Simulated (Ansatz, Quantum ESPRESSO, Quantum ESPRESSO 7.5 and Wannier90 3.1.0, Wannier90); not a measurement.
## Ballistic channels from Wannier functions: straight W chain, spacing 2.25 Å

Wanted: localised orbitals and the quantum conductance of this wire: straight W chain, spacing 2.25 Å.

Calculated with Quantum ESPRESSO 7.5 and Wannier90 3.1.0; plane-wave DFT, PBE, GBRV ultrasoft pseudopotentials (cross-check by Ansatz 0.2.0 with PAW datasets).

Report form: the programs' logs are mostly left out.

## 1. The structure

The cell holds 1 atom: 1 W. Its edges and angles: a = 8.000 Å, b = 8.000 Å, c = 2.250 Å, α = 90.0°, β = 90.0°, γ = 90.0°. Vacuum lies along a and b. The structure's axis is c.

## 2. Self-consistent run

scf.in reads:

```
&control
  prefix = 'scf'
  outdir = './out'
  pseudo_dir = './pseudo'
  calculation = 'scf'
  tprnfor = .true.
/
&system
  ibrav = 0
  nat = 1
  ntyp = 1
  ecutwfc = 34
  ecutrho = 170
  occupations = 'smearing'
  smearing = 'mv'
  degauss = 0.005
/
&electrons
  conv_thr = 1e-07
  mixing_beta = 0.4
  electron_maxstep = 120
  mixing_mode = 'local-TF'
/
ATOMIC_SPECIES
  W   183.8400  w_pbe_v1.2.uspp.F.UPF
CELL_PARAMETERS angstrom
  8.00000000000000 0.00000000000000 0.00000000000000
  0.00000000000000 8.00000000000000 0.00000000000000
  0.00000000000000 0.00000000000000 2.25000000000000
ATOMIC_POSITIONS crystal
  W   0.000000000000 0.000000000000 0.000000000000
K_POINTS automatic
  1 1 32 0 0 0
```

Launch:

```
$ OMP_NUM_THREADS=1 mpirun -n 4 pw.x -nk 2 -in scf.in > scf.out
```

Elapsed: 3.9 s, on 4 MPI ranks of AMD EPYC 9B45 (Zen 5), shared host; peak memory 0.27 GiB; 15 s of CPU time.

This step gave:

```
free energy  : -2159.2978 eV
Fermi energy : -1.642 eV
```

The run needed 13 iterations to bring the estimated error under 1e-07 Ry.

## 3. Full uniform mesh without symmetry

Wannier90 needs the states on a whole uniform mesh, listed point by point, without symmetry.

nscf.in reads:

```
&control
  prefix = 'nscf'
  outdir = './out'
  pseudo_dir = './pseudo'
  calculation = 'nscf'
/
&system
  ibrav = 0
  nat = 1
  ntyp = 1
  ecutwfc = 34
  ecutrho = 170
  occupations = 'smearing'
  smearing = 'mv'
  degauss = 0.005
  nosym = .true.
  noinv = .true.
  nbnd = 36
/
&electrons
  conv_thr = 1e-08
  mixing_beta = 0.4
  electron_maxstep = 120
  mixing_mode = 'local-TF'
  diago_full_acc = .true.
/
ATOMIC_SPECIES
  W   183.8400  w_pbe_v1.2.uspp.F.UPF
CELL_PARAMETERS angstrom
  8.00000000000000 0.00000000000000 0.00000000000000
  0.00000000000000 8.00000000000000 0.00000000000000
  0.00000000000000 0.00000000000000 2.25000000000000
ATOMIC_POSITIONS crystal
  W   0.000000000000 0.000000000000 0.000000000000
K_POINTS crystal
16
  0.0000000000 0.0000000000 0.0000000000 0.0625
  0.0000000000 0.0000000000 0.0625000000 0.0625
  0.0000000000 0.0000000000 0.1250000000 0.0625
  0.0000000000 0.0000000000 0.1875000000 0.0625
  0.0000000000 0.0000000000 0.2500000000 0.0625
  0.0000000000 0.0000000000 0.3125000000 0.0625
  0.0000000000 0.0000000000 0.3750000000 0.0625
  0.0000000000 0.0000000000 0.4375000000 0.0625
  0.0000000000 0.0000000000 0.5000000000 0.0625
  0.0000000000 0.0000000000 0.5625000000 0.0625
  0.0000000000 0.0000000000 0.6250000000 0.0625
  0.0000000000 0.0000000000 0.6875000000 0.0625
  0.0000000000 0.0000000000 0.7500000000 0.0625
  0.0000000000 0.0000000000 0.8125000000 0.0625
  0.0000000000 0.0000000000 0.8750000000 0.0625
  0.0000000000 0.0000000000 0.9375000000 0.0625
```

Launch:

```
$ cp -r out/scf.save out/nscf.save
$ cp out/scf.xml out/nscf.xml
$ OMP_NUM_THREADS=1 mpirun -n 4 pw.x -nk 1 -in nscf.in > nscf.out
```

It took 3.8 s on 4 MPI ranks; peak memory 0.23 GiB.

Read from the output:

* Fermi energy: -1.637 eV

## 4. Neighbour list from wannier90 -pp, with dis_win_max − E_F = 9.0

A first try, with customary settings: the .win file sets projections and windows, and states in the frozen window are kept exactly.

wan_try.win reads:

```
num_wann = 9
num_bands = 36
num_iter = 200
num_print_cycles = 20
conv_tol = 1e-8
conv_window = 5
guiding_centres = true
dis_num_iter = 1500
dis_conv_tol = 1e-8
dis_win_min = -12.6419
dis_win_max = 7.3581
dis_froz_max = -0.1419
search_shells = 120
fermi_energy = -1.6419

transport = true
transport_mode = bulk
one_dim_axis = z
dist_cutoff = 17.9
dist_cutoff_mode = one_dim
tran_win_min = -4.0
tran_win_max = 2.0
tran_energy_step = 0.02

bands_plot = true
bands_num_points = 96
begin kpoint_path
G 0.0 0.0 0.0 Z 0.0 0.0 0.5
end kpoint_path

begin projections
W:s;p;d
end projections

begin unit_cell_cart
ang
  8.0000000000 0.0000000000 0.0000000000
  0.0000000000 8.0000000000 0.0000000000
  0.0000000000 0.0000000000 2.2500000000
end unit_cell_cart

begin atoms_frac
  W  0.0000000000 0.0000000000 0.0000000000
end atoms_frac

mp_grid = 1 1 16
begin kpoints
  0.0 0.0 0.0000000000
  0.0 0.0 0.0625000000
  0.0 0.0 0.1250000000
  0.0 0.0 0.1875000000
  0.0 0.0 0.2500000000
  0.0 0.0 0.3125000000
  0.0 0.0 0.3750000000
  0.0 0.0 0.4375000000
  0.0 0.0 0.5000000000
  0.0 0.0 0.5625000000
  0.0 0.0 0.6250000000
  0.0 0.0 0.6875000000
  0.0 0.0 0.7500000000
  0.0 0.0 0.8125000000
  0.0 0.0 0.8750000000
  0.0 0.0 0.9375000000
end kpoints
```

Launch:

```
$ OMP_NUM_THREADS=1 wannier90.x -pp wan_try > wan_try.pp.log
```

Wall time 0.57 s (1 MPI rank); peak memory 0.09 GiB.

## 5. Overlaps and projections

The follow-up step for that run.

wan_try.p2w.in reads:

```
&inputpp
  prefix = 'nscf'
  outdir = './out'
  seedname = 'wan_try'
  write_mmn = .true.
  write_amn = .true.
  write_unk = .false.
/
```

Launch:

```
$ OMP_NUM_THREADS=1 mpirun -n 4 pw2wannier90.x -in wan_try.p2w.in > wan_try.p2w.out
```

Wall time 2.2 s (4 MPI ranks); peak memory 0.22 GiB; 7.9 s of CPU time.

## 6. Wannier functions and transport, with dis_win_max − E_F = 9.0

wan_try.win is that of step 4.

Launch:

```
$ OMP_NUM_THREADS=1 wannier90.x wan_try > wan_try.run.log
```

Elapsed: 0.62 s, on 1 MPI rank; peak memory 0.09 GiB.

The program refused the input before any cycle.

The fault put into the input: an outer window with fewer states than Wannier functions at some k (dis_win_max − E_F = 9.0).

The outer window must hold at least num_wann states at every k: widen it, with enough bands computed to fill it.

## 7. Neighbour list from wannier90 -pp

The cure tried: a wider outer window, at both ends where needed.

The .win file sets projections and windows: states in the frozen window are kept exactly, the outer window gives room to disentangle.

wan.win is the input of step 6 with these lines changed:

```diff
@@ -10,3 +10,3 @@
 dis_win_min = -12.6419
-dis_win_max = 7.3581
+dis_win_max = 18.3581
 dis_froz_max = -0.1419
```

Launch:

```
$ OMP_NUM_THREADS=1 wannier90.x -pp wan > wan.pp.log
```

Run time: 0.56 s. Hardware: 1 MPI rank; peak memory 0.09 GiB.

## 8. Overlaps and projections

pw2wannier90.x computes the overlaps between neighbouring k-points and the projections.

wan.p2w.in is the input of step 5 with these lines changed:

```diff
@@ -3,3 +3,3 @@
   outdir = './out'
-  seedname = 'wan_try'
+  seedname = 'wan'
   write_mmn = .true.
```

Launch:

```
$ OMP_NUM_THREADS=1 mpirun -n 4 pw2wannier90.x -in wan.p2w.in > wan.p2w.out
```

The job ended after 2.2 s (4 MPI ranks; peak memory 0.22 GiB).

## 9. Wannier functions and transport

After disentangling and localising, transport_mode = bulk builds principal layers from hoppings within dist_cutoff and counts open channels.

wan.win is that of step 7.

Launch:

```
$ OMP_NUM_THREADS=1 wannier90.x wan > wan.run.log
```

It took 6.5 s on 1 MPI rank; peak memory 0.09 GiB.

Read from the output:

```
lead channels at the Fermi level, one spin                                        : 6.000
total spread                                                                      : 13.80 Å²
gauge-invariant spread                                                            : 11.23 Å²
largest misfit to plane-wave levels between mesh points, inside the frozen window : 0.006522 eV
```

Per spin. Table of quantum conductance of the perfect wire, open channels by energy, zero at the Fermi level:

```csv
energy (eV),"quantum conductance of the perfect wire, open channels"
-4.000,1
-3.800,1
-3.600,1
-3.400,3
-3.200,3
-3.000,3
-2.800,3
-2.600,3
-2.400,3
-2.200,4.00
-2.000,4
-1.800,4
-1.600,4
-1.400,4
-1.200,4
-1.020,4
-0.800,4
-0.600,6
-0.400,6
-0.200,6
0.000,6
0.200,6
0.400,6
0.600,6
0.800,6
1.000,6
1.200,6
1.400,6
1.600,6
1.800,6.00
2.000,4
```

Wannier functions:

```
no.     x (Å)     y (Å)      z (Å)  spread (Å²)
  1  -9.71e-4    0.1869     -1.125        1.792
  2  -0.01413     2.618      4.502        2.125
  3     1.037    0.0124   -6.80e-5        1.574
  4  -0.02051    -1.331    4.75e-4         1.75
  5    -0.103     0.415  -0.001706        1.384
  6   5.12e-4   1.36e-4    5.10e-5        1.146
  7  -7.20e-5   -0.0547   0.001446        1.162
  8    -1.025  -0.01164   -7.50e-5        1.567
  9    0.1242   0.03077   -1.40e-4        1.301
```

Electronic bands along the path, in eV, zero at the Fermi level; # counts the bands kept:

```
  point     #1     #2     #3     #4    #5    #6    #7
      Γ  -5.26  -2.26  -0.73  -0.72  2.15  2.24  6.21
halfway  -0.80  -0.66  -0.66   0.40  0.41  1.20  6.29
      Z  -3.44  -3.44   1.92   1.93  2.57  6.68  9.71
```

Bands and channels are those of the Wannier model: bands that were not projected, and all outside the frozen window, are missing or only approximate.

Disentanglement stopped at its cap on iterations, so these spreads are not final.

At least 1 of the functions sits far from every atom, off the bonds: the outer window has let in states of the vacuum, so the basis is not the atomic one that was projected.

## 10. Neighbour list from wannier90 -pp, with dis_win_max − E_F = 14.0

A sensitivity test on the input.

wan_w.win is the input of step 9 with these lines changed:

```diff
@@ -10,3 +10,3 @@
 dis_win_min = -12.6419
-dis_win_max = 18.3581
+dis_win_max = 12.3581
 dis_froz_max = -0.1419
```

Launch:

```
$ OMP_NUM_THREADS=1 wannier90.x -pp wan_w > wan_w.pp.log
```

The job ended after 0.56 s (1 MPI rank; peak memory 0.09 GiB).

## 11. Overlaps and projections

The same post-processing, on the changed run.

wan_w.p2w.in reads:

```
&inputpp
  prefix = 'nscf'
  outdir = './out'
  seedname = 'wan_w'
  write_mmn = .true.
  write_amn = .true.
  write_unk = .false.
/
```

Launch:

```
$ OMP_NUM_THREADS=1 mpirun -n 4 pw2wannier90.x -in wan_w.p2w.in > wan_w.p2w.out
```

Run time: 2.2 s. Hardware: 4 MPI ranks; peak memory 0.22 GiB.

## 12. Localisation, bands and conductance, with dis_win_max − E_F = 14.0

wan_w.win is the input of step 9 with these lines changed:

```diff
@@ -10,3 +10,3 @@
 dis_win_min = -12.6419
-dis_win_max = 18.3581
+dis_win_max = 12.3581
 dis_froz_max = -0.1419
```

Launch:

```
$ OMP_NUM_THREADS=1 wannier90.x wan_w > wan_w.run.log
```

Elapsed: 4.3 s, on 1 MPI rank; peak memory 0.09 GiB.

The total spread is 16.3 against 13.8 Å². Between −2 and 1.5 eV the channel count differs from the first run's at 1 % of the energies, and at the Fermi level it is 6 against 6.

## 13. The same in Ansatz

As a check, the same structure is run in Ansatz.

Level of this step: plane-wave DFT, PBE, Ansatz PAW (Ansatz 0.2.0).

System of this step: straight W chain, spacing 2.25 Å, 2 periods. The cell holds 2 atoms: 2 W. Cell: a = 8.000 Å, b = 8.000 Å, c = 4.500 Å, α = 90.0°, β = 90.0°, γ = 90.0°. Vacuum lies along a and b. The structure's axis is c.

input.yaml reads:

```yaml
crystal:
  lattice:
    - [8.0, 0.0, 0.0]
    - [0.0, 8.0, 0.0]
    - [0.0, 0.0, 4.5]
  atoms:
    - { symbol: W, position: [0.0, 0.0, 0.0] }
    - { symbol: W, position: [0.0, 0.0, 0.5] }
kpoints:
  mp_grid: { grid: [1, 1, 16] }
hamiltonian:
  xc: pbe
scf:
  occupations: { method: fermi_dirac, width: 0.05 }
  convergence: { dr2_threshold: 1.0e-08 }
output:
  transmission:
    leads: [[0, 0]]
    e_range: [-4.0, 2.0]
    de: 0.05
    kmesh: [1, 1]
    reduced_basis: true
```

Launch:

```
$ ansatz run input.yaml --threads 4 --pin off --max-ram 12288MiB --backend cpu --events-out ev --progress --plain --runs-dir out
```

Wall time 6.5 s (4 threads); peak memory 0.63 GiB.

Read from the output:

| Quantity | Value |
| --- | --- |
| free energy | -20758.1765 eV |
| energy at zero smearing | -20758.1559 eV |
| smearing term TS | 0.04112 eV |
| Fermi energy | -1.614 eV |
| symmetry operations | 32 |
| lead channels at the Fermi level, one spin | 6 |

Per spin. Table of open channels by energy, zero at the Fermi level:

| energy (eV) | open channels |
| --- | --- |
| -4.000 | 1 |
| -3.800 | 1 |
| -3.600 | 1 |
| -3.400 | 3 |
| -3.200 | 3 |
| -3.000 | 3 |
| -2.800 | 3 |
| -2.600 | 3 |
| -2.400 | 3 |
| -2.200 | 4 |
| -2.000 | 4 |
| -1.800 | 4 |
| -1.600 | 4 |
| -1.400 | 4 |
| -1.200 | 4 |
| -1.000 | 4 |
| -0.800 | 4 |
| -0.600 | 6 |
| -0.400 | 6 |
| -0.200 | 6 |
| 0.000 | 6 |
| 0.200 | 6 |
| 0.400 | 6 |
| 0.600 | 6 |
| 0.800 | 6 |
| 1.000 | 6 |
| 1.200 | 6 |
| 1.400 | 6 |
| 1.600 | 6 |
| 1.800 | 6 |
| 2.000 | 2 |

## 14. The arithmetic

6 channels × 77.48 µS = 465 µS, a two-terminal resistance of 12.906/6 = 2.15 kΩ whatever the wire's length, as long as nothing scatters.

## 15. Results

- open channels at the Fermi level, per spin: 6
- total spread: 13.8 Å²
- gauge-invariant spread: 11.2 Å²
- largest band misfit in the frozen window: 0.00652 eV
- channels at the Fermi level by Ansatz: 6

**Reading.** The wire offers 6 channels per spin at the Fermi level. Between -4 and 1.5 eV the channel count from Wannier functions equals that from Ansatz's layer matching at 97 % of the energies; outside the frozen window the Wannier bands are not held to the plane-wave ones. Each plane-wave level in the frozen window has a Wannier level within 0.01 eV; this test doesn't see extra bands that a model may add. Disentanglement stopped at its cap on iterations, so the spreads are not final; the frozen states are kept all the same. At least one function lies in the vacuum, so the spreads don't describe atomic orbitals, though the frozen bands are still reproduced. The wire is perfect, so the conductance only counts bands: each channel, with its partner of the other spin, carries G₀ = 2e²/h. It was run without spin polarisation, which was not tested. Spin-orbit coupling is left out; depending on the atoms that carry the levels of interest, it can split and shift them by tenths of an eV to an eV or more.

[Logs are printed without paths, hosts, clocks, repeated set-up lines and the standing remarks that a program may print on its own settings, such as how far it seeks lower states.]

[Hosts, paths, dates, database ids (printed as entryN), source tags and the programs' standing remarks are cut or masked in the printed files.]

[Maps of the electrostatic potential energy from Ansatz leave out the sawtooth potential of an applied field or a dipole correction, so their vacuum need not be flat; planar profiles and work functions include it.]
